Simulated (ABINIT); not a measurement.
# Quasiparticle gap of CdF2 (Fm-3m) in ABINIT, part 2 of 3

Aim: the G0W0 gap of CdF2 (Fm-3m) on PBE, step by step.

ABINIT 10.8.3; PBE and many-body steps on it, plane waves. Known limits of the many-body steps: not at the basis limit; d shell near the gap, gap tends to lie low; no spin-orbit coupling; coarse k mesh.

So far. Step 2 (Ground state): The gap is indirect, with the least direct gap 0.48 eV higher.

### 3. Bands along the symmetry lines

Level of this step: DFT, PBE, plane waves, norm-conserving pseudopotentials (ABINIT).

The cheap functional maps the bands first; the places of the edges decide which points the dearer methods must see.

File run.abi:

```
acell 3*1.0 Angstrom
rprim 
  0.000000000000 2.694000000000 2.694000000000
  2.694000000000 -0.000000000000 2.694000000000
  2.694000000000 2.694000000000 -0.000000000000
ntypat 2
znucl 48 9
natom 3
typat 1 2 2
xred 
  0.000000000000 0.000000000000 0.000000000000
  0.250000000000 0.250000000000 0.250000000000
  0.750000000000 0.750000000000 0.750000000000
pp_dirpath "pseudos"
pseudos "Cd.upf, F.upf"
ecut 47
iscf -2
irdden 1
kptopt 0
nkpt 50
kpt 
  0.00000000 0.00000000 0.00000000
  0.06250000 0.00000000 0.06250000
  0.12500000 0.00000000 0.12500000
  0.18750000 0.00000000 0.18750000
  0.25000000 0.00000000 0.25000000
  0.31250000 0.00000000 0.31250000
  0.37500000 0.00000000 0.37500000
  0.43750000 0.00000000 0.43750000
  0.50000000 0.00000000 0.50000000
  0.51562500 0.03125000 0.51562500
  0.53125000 0.06250000 0.53125000
  0.54687500 0.09375000 0.54687500
  0.56250000 0.12500000 0.56250000
  0.57812500 0.15625000 0.57812500
  0.59375000 0.18750000 0.59375000
  0.60937500 0.21875000 0.60937500
  0.62500000 0.25000000 0.62500000
  0.37500000 0.37500000 0.75000000
  0.32812500 0.32812500 0.65625000
  0.28125000 0.28125000 0.56250000
  0.23437500 0.23437500 0.46875000
  0.18750000 0.18750000 0.37500000
  0.14062500 0.14062500 0.28125000
  0.09375000 0.09375000 0.18750000
  0.04687500 0.04687500 0.09375000
  0.00000000 0.00000000 0.00000000
  0.06250000 0.06250000 0.06250000
  0.12500000 0.12500000 0.12500000
  0.18750000 0.18750000 0.18750000
  0.25000000 0.25000000 0.25000000
  0.31250000 0.31250000 0.31250000
  0.37500000 0.37500000 0.37500000
  0.43750000 0.43750000 0.43750000
  0.50000000 0.50000000 0.50000000
  0.50000000 0.46875000 0.53125000
  0.50000000 0.43750000 0.56250000
  0.50000000 0.40625000 0.59375000
  0.50000000 0.37500000 0.62500000
  0.50000000 0.34375000 0.65625000
  0.50000000 0.31250000 0.68750000
  0.50000000 0.28125000 0.71875000
  0.50000000 0.25000000 0.75000000
  0.50000000 0.21875000 0.71875000
  0.50000000 0.18750000 0.68750000
  0.50000000 0.15625000 0.65625000
  0.50000000 0.12500000 0.62500000
  0.50000000 0.09375000 0.59375000
  0.50000000 0.06250000 0.56250000
  0.50000000 0.03125000 0.53125000
  0.50000000 0.00000000 0.50000000
istwfk *1
nband 24
nbdbuf 2
tolwfr 1e-08
nstep 40
prtwf 0
prtvol 0
indata_prefix "in"
outdata_prefix "out"
tmpdata_prefix "tmp"
```

Launch:

```bash
$ OMP_NUM_THREADS=1 mpirun -n 4 abinit run.abi > log
```

Numbers of over 12 decimals in the logs are rounded to 6 here.

What it wrote:

```text
.Version 10.8.3 of ABINIT. v10.8.2 released Aug 2026.

 Symmetries : space group Fm -3 m (#225); Bravais cF (face-center cubic)
[... echo of the input left out ...]
== DATASET  1 ==================================================================
-   mpi_nproc: 4, omp_nthreads: 1 (-1 if OMP is not activated)

--- !DatasetInfo
iteration_state: {dtset: 1, }
dimensions: {natom: 3, nkpt: 50, mband: 24, nsppol: 1, nspinor: 1, nspden: 1, mpw: 4092, }
cutoff_energies: {ecut:  47.0, pawecutdg:  -1.0, }
electrons: {nelect:   3.40000000E+01, charge:   0.00000000E+00, occopt:   1.00000000E+00, tsmear:   1.00000000E-02, }

 Real(R)+Recip(G) space primitive vectors, cartesian coordinates (Bohr,Bohr^-1):
 R(1)=  0.0000000  5.0909222  5.0909222  G(1)= -0.0982140  0.0982140  0.0982140
 R(2)=  5.0909222  0.0000000  5.0909222  G(2)=  0.0982140 -0.0982140  0.0982140
 R(3)=  5.0909222  5.0909222  0.0000000  G(3)=  0.0982140  0.0982140 -0.0982140
 Unit cell volume ucvol=  2.6388784E+02 bohr^3
 Angles (23,13,12)=  6.00000000E+01  6.00000000E+01  6.00000000E+01 degrees

 getcut: wavevector=  0.0000  0.0000  0.0000  ngfft=  48  48  48
         ecut(hartree)=     47.000   => boxcut(ratio)=   2.16031

--- Pseudopotential description ------------------------------------------------
- Cd Generated using ONCVPSP code by D. R. Hamann
- 48.00000  20.00000  171031                  znucl, zion, pspdat
12 -101130 2 -1 1368                          pspcod,pspxc,lmax,lloc,mmax
     nproj     2     2     2
  pspatm : epsatm=   23.16453630
         --- l  ekb(1:nproj) -->
             0   51.917189    3.534234
             1    8.636196    1.282240
             2    0.687672   -0.678465
 pspatm: atomic psp has been read  and splines computed

- F Generated using ONCVPSP code by D. R. Hamann
-  9.00000   7.00000  171031                  znucl, zion, pspdat
12 -101130 2 -1 832                           pspcod,pspxc,lmax,lloc,mmax
     nproj     2     2     1
  pspatm : epsatm=    4.87625608
         --- l  ekb(1:nproj) -->
[...]
2   -2.441503
 pspatm: atomic psp has been read  and splines computed

--------------------------------------------------------------------------------

================================================================================
 prteigrs : about to open file out_EIG
 Non-SCF case, kpt    1 (  0.00000  0.00000  0.00000), residuals and eigenvalues=
  3.62E-09  1.81E-09  3.35E-09  6.19E-09  2.01E-09  4.78E-09  2.07E-09  4.45E-09
  6.24E-09  5.89E-09  2.06E-09  4.32E-09  7.03E-09  6.90E-09  7.38E-09  5.66E-09
  4.69E-09  5.51E-09  1.30E-09  3.34E-09  6.62E-09  4.59E-09  1.26E-06  2.56E-06
 -3.5024E+00 -2.0727E+00 -2.0727E+00 -2.0727E+00 -6.4666E-01 -6.0621E-01
 -9.0304E-02 -9.0304E-02 -9.0304E-02 -4.6198E-02 -4.6198E-02  7.9483E-02
  7.9483E-02  7.9483E-02  9.7004E-02  9.7004E-02  9.7004E-02  2.3002E-01
[...]
Non-SCF case, kpt    2 (  0.06250  0.00000  0.06250), residuals and eigenvalues=
[...]
Non-SCF case, kpt    3 (  0.12500  0.00000  0.12500), residuals and eigenvalues=
[...]
Non-SCF case, kpt   49 (  0.50000  0.03125  0.53125), residuals and eigenvalues=
[...]
Non-SCF case, kpt   50 (  0.50000  0.00000  0.50000), residuals and eigenvalues=
[...]
7.1731E-03  7.1731E-03  9.6579E-02  1.1195E-01  1.1195E-01  4.1054E-01
  4.7198E-01  5.5489E-01  6.4064E-01  6.4064E-01  8.3174E-01  8.9012E-01

--- !ResultsGS
iteration_state: {dtset: 1, }
comment   : Summary of ground state results
lattice_vectors:
- [  0.0000000,   5.0909222,   5.0909222, ]
- [  5.0909222,  -0.0000000,   5.0909222, ]
- [  5.0909222,   5.0909222,  -0.0000000, ]
lattice_lengths: [   7.19965,    7.19965,    7.19965, ]
lattice_angles: [ 60.000,  60.000,  60.000, ] # degrees, (23, 13, 12)
lattice_volume:   2.6388784E+02
convergence: {deltae:  0.000E+00, res2:  0.000E+00, residm:  9.995E-09, diffor:  0.000E+00, }
etotal    :  -2.24713089E+02
entropy   :   0.00000000E+00
fermie    :   1.14494563E-01
cartesian_stress_tensor: null
pressure_GPa: null
xred      :
- [  0.0000E+00,   0.0000E+00,   0.0000E+00, Cd]
- [  2.5000E-01,   2.5000E-01,   2.5000E-01,  F]
- [  7.5000E-01,   7.5000E-01,   7.5000E-01,  F]
cartesian_forces: null
force_length_stats: {min: null, max: null, mean: null, }

 Integrated electronic density in atomic spheres:
 ------------------------------------------------
 Atom  Sphere_radius  Integrated_density
[...]
================================================================================

 ----iterations are completed or convergence reached----

 Mean square residual over all n,k,spin=   43.580E-10; max=  99.950E-10
 reduced coordinates (array xred) for    3 atoms
[...]
0.250000000000      0.250000000000      0.250000000000
       0.750000000000      0.750000000000      0.750000000000

 cartesian coordinates (angstrom) at end:
    1      0.000000     0.000000     0.000000
    2      1.347000     1.347000     1.347000
    3      4.041000     4.041000     4.041000
 length scales=  1.889726125908  1.889726125908  1.889726125908 bohr
              =  1.000000000000  1.000000000000  1.000000000000 angstroms
 prteigrs : about to open file out_EIG
 Eigenvalues (hartree) for nkpt=  50  k points:
 kpt#   1, nband= 24, wtk=  1.00000, kpt=  0.0000  0.0000  0.0000 (reduced coord)
[...]
kpt#   2, nband= 24, wtk=  1.00000, kpt=  0.0625  0.0000  0.0625 (reduced coord)
[...]
kpt#   3, nband= 24, wtk=  1.00000, kpt=  0.1250  0.0000  0.1250 (reduced coord)
[...]
kpt#  49, nband= 24, wtk=  1.00000, kpt=  0.5000  0.0313  0.5313 (reduced coord)
[...]
kpt#  50, nband= 24, wtk=  1.00000, kpt=  0.5000  0.0000  0.5000 (reduced coord)
[...]
-0.05535   -0.04199   -0.03565    0.00218    0.00717    0.00717    0.09658    0.11195
   0.11195    0.41054    0.47198    0.55489    0.64064    0.64064    0.83174    0.89012

== END DATASET(S) ==============================================================
================================================================================

 -outvars: echo values of variables after computation  --------
            nband          24
             nkpt          50
          spgroup         225
 [... the other variables as echoed above ...]

 Calculation completed.
```

The job ended after 24 s (4 MPI ranks of Arm Neoverse V1, shared host; peak memory 0.34 GiB; 95 s of CPU time).

This step gave:

```
gap                        : 3.124 eV
k of the valence top       : 0.5, 0.25, 0.75
k of the conduction bottom : 0, 0, 0
least direct gap           : 3.620 eV
```

The gap is 3.124 eV, −0.020 eV from the run before at this level.

Electronic bands along the path, in eV, zero at the top of the highest filled band:

```
    point  band 14  band 15  band 16  band 17  band 18  band 19  band 20  band 21
        Γ    -0.97    -0.50    -0.50    -0.50     3.12    12.74    12.74    12.74
  halfway    -1.83    -0.50    -0.31    -0.31     5.33    10.70    13.59    13.59
        X    -2.94    -0.51    -0.09    -0.09     8.04     9.71    11.96    14.30
  halfway    -2.67    -0.56    -0.23    -0.12     8.05    10.01    11.76    14.25
        U    -2.30    -0.95    -0.35    -0.20     7.99    10.79    11.16    14.50
jump to K    -2.30    -0.95    -0.35    -0.20     7.99    10.79    11.16    14.50
  halfway    -1.42    -1.14    -0.44    -0.41     5.62    10.69    13.12    14.00
        Γ    -0.97    -0.50    -0.50    -0.50     3.12    12.74    12.74    12.74
  halfway    -1.36    -1.12    -0.45    -0.45     4.99    10.84    13.56    13.56
        L    -1.83    -1.83    -0.39    -0.39     7.20     9.18    14.53    14.53
  halfway    -1.85    -1.49    -0.47    -0.24     7.58     9.86    12.99    13.97
        W    -1.52    -1.52    -0.60     0.00     8.10    11.53    11.72    11.72
  halfway    -2.48    -0.56    -0.53    -0.04     8.07    10.29    11.71    13.39
        X    -2.94    -0.51    -0.09    -0.09     8.04     9.71    11.96    14.30
```

The electronic bands as a text plot (rows in eV, shown from -4.8 to 9.1 only):

```
    8.8 |
    8.3 |            ++++++                              ++++++++
    7.7 |          ++      +                         ++++
    7.1 |         +         ++                  +++++
    6.5 |                     ++               +
    5.9 |       ++                           ++
    5.4 |     ++                +
    4.8 |    +                   ++         +
    4.2 |                          ++      +
    3.6 |  ++                        +   ++
    3.1 |++                           +++
    2.5 |
    1.9 |
    1.3 |
    0.7 |
    0.2 |          *****                                *********
   -0.4 |********************************************************
   -1.0 |****            **     *************              **
   -1.6 |  *****           **********    *******************
   -2.2 |    *****       *****   **         *   ********    *
   -2.7 |       ***********     *            ********   *********
   -3.3 |          *************                     ************
   -3.9 |          ****                          ****          **
   -4.5 |********************************************************
         Γ           X  U|K            Γ         L        W     X
```

### 4. Empty states on the mesh, 4×4×4 mesh, 127 bands

The sums over transitions need many empty states on a uniform mesh; this step solves for them.

File run.abi:

```
acell 3*1.0 Angstrom
rprim 
  0.000000000000 2.694000000000 2.694000000000
  2.694000000000 -0.000000000000 2.694000000000
  2.694000000000 2.694000000000 -0.000000000000
ntypat 2
znucl 48 9
natom 3
typat 1 2 2
xred 
  0.000000000000 0.000000000000 0.000000000000
  0.250000000000 0.250000000000 0.250000000000
  0.750000000000 0.750000000000 0.750000000000
pp_dirpath "pseudos"
pseudos "Cd.upf, F.upf"
ecut 47
ngkpt 4 4 4
nshiftk 1
shiftk 0 0 0
kptopt 1
chksymbreak 0
irdden 1
istwfk *1
nband 127
prtvol 0
optdriver 6
gwr_task "HDIAGO"
paral_kgb 0
occopt 1
indata_prefix "in"
outdata_prefix "out"
tmpdata_prefix "tmp"
```

What it wrote:

```text
[banner, memory and clock lines left out]
.Version 10.8.3 of ABINIT. v10.8.2 released Aug 2026.

 Symmetries : space group Fm -3 m (#225); Bravais cF (face-center cubic)
[... echo of the input left out ...]
== DATASET  1 ==================================================================
-   mpi_nproc: 4, omp_nthreads: 1 (-1 if OMP is not activated)

--- !DatasetInfo
iteration_state: {dtset: 1, }
dimensions: {natom: 3, nkpt: 8, mband: 127, nsppol: 1, nspinor: 1, nspden: 1, mpw: 4092, }
cutoff_energies: {ecut:  47.0, pawecutdg:  -1.0, }
electrons: {nelect:   3.40000000E+01, charge:   0.00000000E+00, occopt:   1.00000000E+00, tsmear:   1.00000000E-02, }

.Using double precision arithmetic; gwpc =  8

- Reading GS density from: in_DEN

--- Pseudopotential description ------------------------------------------------
- Cd Generated using ONCVPSP code by D. R. Hamann
- 48.00000  20.00000  171031                  znucl, zion, pspdat
12 -101130 2 -1 1368                          pspcod,pspxc,lmax,lloc,mmax
     nproj     2     2     2
  pspatm : epsatm=   23.16453630
         --- l  ekb(1:nproj) -->
             0   51.917189    3.534234
             1    8.636196    1.282240
             2    0.687672   -0.678465
 pspatm: atomic psp has been read  and splines computed

- F Generated using ONCVPSP code by D. R. Hamann
-  9.00000   7.00000  171031                  znucl, zion, pspdat
12 -101130 2 -1 832                           pspcod,pspxc,lmax,lloc,mmax
     nproj     2     2     1
  pspatm : epsatm=    4.87625608
         --- l  ekb(1:nproj) -->
             0    6.519403    1.070094
             1   -3.955629   -1.291931
             2   -2.441503
 pspatm: atomic psp has been read  and splines computed

   1.11917965E+03                                ecore*ucvol(ha*bohr**3)

 Total charge density [el/Bohr^3]
)     Maximum=    2.5481E+00  at reduced coord.    0.1042    0.9375    0.9583
)     Minimum=    9.5768E-04  at reduced coord.    0.5000    0.5000    0.5000
   Integrated=    3.4000E+01

 === KS gaps after direct diagonalization ===
 Indirect band gap semiconductor
 Fundamental gap:     3.124 (eV)
   VBM:     3.135 (eV) at k: [-2.5000E-01,  5.0000E-01,  2.5000E-01]
   CBM:     6.259 (eV) at k: [ 0.0000E+00,  0.0000E+00,  0.0000E+00]
 Direct gap:         3.619 (eV) at k: [ 0.0000E+00,  0.0000E+00,  0.0000E+00]

== END DATASET(S) ==============================================================

 -outvars: echo values of variables after computation  --------
           etotal      0.0000000000E+00
            nband         127
             nkpt           8
          spgroup         225
 [... the other variables as echoed above ...]

 Calculation completed.
```

The job ended after 1.7 min (4 MPI ranks; peak memory 3.8 GiB; 6.8 min of CPU time).

This step gave:

```yaml
gap: 3.124 eV
k_of_the_valence_top: -0.25, 0.5, 0.25
k_of_the_conduction_bottom: 0, 0, 0
least_direct_gap: 3.619 eV
k_points_computed: 8
lowest_point_of_the_top_converged_band_above_the_valence_top: 100.8199 eV
```

On this mesh the gap is 3.124 eV.

### 5. Screening, 4×4×4 mesh, 119 bands, screening to 163.3 eV

The RPA dielectric matrix is built and inverted for each q.

This step: RPA screening on PBE, plane waves, norm-conserving pseudopotentials.

Changes to run.abi since step 4:

```diff
@@ -21,10 +21,11 @@
 chksymbreak 0
-irdden 1
 istwfk *1
-nband 127
-prtvol 0
-optdriver 6
-gwr_task "HDIAGO"
-paral_kgb 0
 occopt 1
+irdwfk 1
+optdriver 3
+nband 119
+ecuteps 6
+inclvkb 2
+awtr 1
+symchi 1
 indata_prefix "in"
```

What it wrote:

```text
.Version 10.8.3 of ABINIT. v10.8.2 released Aug 2026.

 Symmetries : space group Fm -3 m (#225); Bravais cF (face-center cubic)
[... echo of the input left out ...]
== DATASET  1 ==================================================================
-   mpi_nproc: 4, omp_nthreads: 1 (-1 if OMP is not activated)

--- !DatasetInfo
iteration_state: {dtset: 1, }
dimensions: {natom: 3, nkpt: 8, mband: 119, nsppol: 1, nspinor: 1, nspden: 1, mpw: 4092, }
cutoff_energies: {ecut:  47.0, pawecutdg:  -1.0, }
electrons: {nelect:   3.40000000E+01, charge:   0.00000000E+00, occopt:   1.00000000E+00, tsmear:   1.00000000E-02, }

 SCREENING: Calculation of the susceptibility and dielectric matrices

 Based on a program developped by R.W. Godby, V. Olevano, G. Onida, and L. Reining.
 Incorporated in ABINIT by V. Olevano, G.-M. Rignanese, and M. Torrent.
.Using double precision arithmetic ; gwpc =  8

[... cell and pseudopotentials left out ...]
--------------------------------------------------------------------------------

 ==== K-mesh for the wavefunctions ====
 Number of points in the irreducible wedge :     8
[... list of points left out ...]
 Together with 48 symmetry operations and time-reversal symmetry
 yields    64 points in the full Brillouin Zone.

 ==== Q-mesh for the screening function ====
 Number of points in the irreducible wedge :     8
[... list of points left out ...]
 Together with 48 symmetry operations and time-reversal symmetry
 yields    64 points in the full Brillouin Zone.

 setmesh: FFT mesh size selected  =    30x   30x   30
          total number of points  =        27000

 vcoul_init : cutoff-mode = AUXILIARY_FUNCTION
 q-points for optical limit:   1
     1)      0.000010    0.000020    0.000030

- screening: taking advantage of time-reversal symmetry
- Maximum band index for partially occupied states nbvw = 17
- Remaining bands to be divided among processors   nbcw = 102
- Number of bands treated by each node ~25

 Number of electrons calculated from density =   34.0000; Expected =   34.0000
 average of density, n =  0.128843
 r_s =    1.2282
 omega_plasma =   34.6246 [eV]

 calculating chi0 at frequencies [eV] :
  1    0.000000E+00    0.000000E+00
  2    0.000000E+00    3.462465E+01

--------------------------------------------------------------------------------
  q-point number  1        q = ( 0.000000, 0.000000, 0.000000) [r.l.u.]
--------------------------------------------------------------------------------
[... chi0 elements left out ...]
 For q-point:  0.000010 0.000020 0.000030
  dielectric constant =   2.7575
  dielectric constant without local fields =   2.9159

  Average fulfillment of the sum rule on Im[epsilon] for q-point    1 :     64.62  [%]
[... wings left out ...]
  q-point number  2        q = ( 0.250000, 0.000000, 0.000000) [r.l.u.]
--------------------------------------------------------------------------------
[... chi0 elements left out ...]
  Average fulfillment of the sum rule on Im[epsilon] for q-point    2 :     77.14  [%]

 [... 6 further q-points ...]
```

The job ended after 44 s (4 MPI ranks; peak memory 1 GiB; 2.9 min of CPU time).

This step gave:

```yaml
eps_infinity_with_local_fields_on_this_mesh_along_the_program_s_q_direction: 2.757
the_same_without_local_fields: 2.916
plasma_frequency: 34.62 eV
plane_waves_in_the_screening_matrix: 169
```

Local fields lower ε∞ by 5 %. On a Γ-centred mesh this coarse the value itself is usually too large, while a short band sum pulls it down.

[end of part 2 of 3]

[Paths, hosts, dates, memory and timing lines, banners, echoed tables and standing remarks are left out of the program output.]

[Logs are printed without paths, hosts, clocks, repeated set-up lines and the standing remarks that a program may print on its own settings, such as how far it seeks lower states.]

[Runs of the session that timed out or met a known fault of the program may be left out.]

[Hosts, paths, dates, database ids (printed as entryN), source tags and the programs' standing remarks are cut or masked in the printed files.]

[G0W0 gaps are taken among the corrected bands and points alone; a level outside them can change the order at an edge.]

[Where Ansatz stands beside ABINIT at settings called matched, ABINIT's density can come from a denser mesh and the files from another edition; pairs whose starting gaps differed by over 0.03 eV were left out, so agreement reads better than it is.]
